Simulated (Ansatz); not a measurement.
**LiH (Fm-3m): refractive index against wavelength**

The refractive index of LiH (Fm-3m) below the direct gap (3.02 eV on the mesh) is read from one computed spectrum, n = √(Re ε).

It takes space group Fm-3m (No. 225, cubic). The conventional cell has a = 4.074 Å, b = 4.074 Å, c = 4.074 Å, α = 90.00°, β = 90.00°, γ = 90.00°. Li on site a has 6 H at 2.04 Å as nearest neighbours. Around H on site b lie 6 Li at 2.04 Å.

Method: Ansatz 0.2.0, PBE, independent particles, k-mesh 16×16×16 with interpolation inside its cells, Gaussian parameter 0.1 eV.

Launch of the response step: `ansatz run input.yaml --threads 4 --pin off --max-ram 8192MiB --backend cpu --events-out ev --progress --plain --runs-dir out`. The run took 2 s, on 4 threads of Intel(R) Xeon(R) Platinum 8375C CPU @ 2.90GHz (Ice Lake), with other jobs on the host.

| wavelength (nm) | photon energy E (eV) | n |
| --- | --- | --- |
| 2000 | 0.620 | 2.0972 |
| 1550 | 0.800 | 2.1051 |
| 1310 | 0.946 | 2.1134 |
| 1064 | 1.165 | 2.1288 |
| 850 | 1.459 | 2.1562 |
| 700 | 1.771 | 2.1964 |
| 633 | 1.959 | ? |

In the single-oscillator model n² − 1 = E₀E_d/(E₀² − E²), so 1/(n² − 1) = E₀/E_d − E²/(E₀E_d) is linear in E².

Working, on the rows shown:

| x = E² (eV²) | y = 1/(n² − 1) |
| --- | --- |
| 0.384302 | 0.294269 |
| 0.639837 | 0.291422 |
| 0.895757 | 0.288479 |
| 1.35784 | 0.283143 |
| 2.12762 | 0.274033 |
| 3.13716 | 0.261494 |

Means: x̄ = 1.4238, ȳ = 0.28214. Σ(x − x̄)(y − ȳ) = -0.06438, Σ(x − x̄)² = 5.409. Slope = -0.06438 / 5.409 = -0.0119; intercept = ȳ − slope · x̄ = 0.29908. Turned back into n, the line misses the rows shown by at most 0.00084.

Question: Fill in the last column of the withheld row.

Answer: At x = 3.8364 the line gives y = 0.25343, that is 2.2239. The run gave 2.2276, so the extrapolation is off by 0.0037, 3 % of the range in the table.

Refitted with all rows, the slope is -0.01211 and the intercept 0.2993. These give E₀ = √(intercept/−slope) = 4.97 eV and E_d = E₀/intercept = 16.6 eV; E₀ is 1.6 times the direct gap. The electronic limit at long wavelengths, without lattice vibrations, is n = √(1 + 1/intercept) = 2.084. The cell comes from an older database entry, whose edges can be off by a per cent or so. Excitons are left out and so are local fields; PBE gaps are as a rule too small.
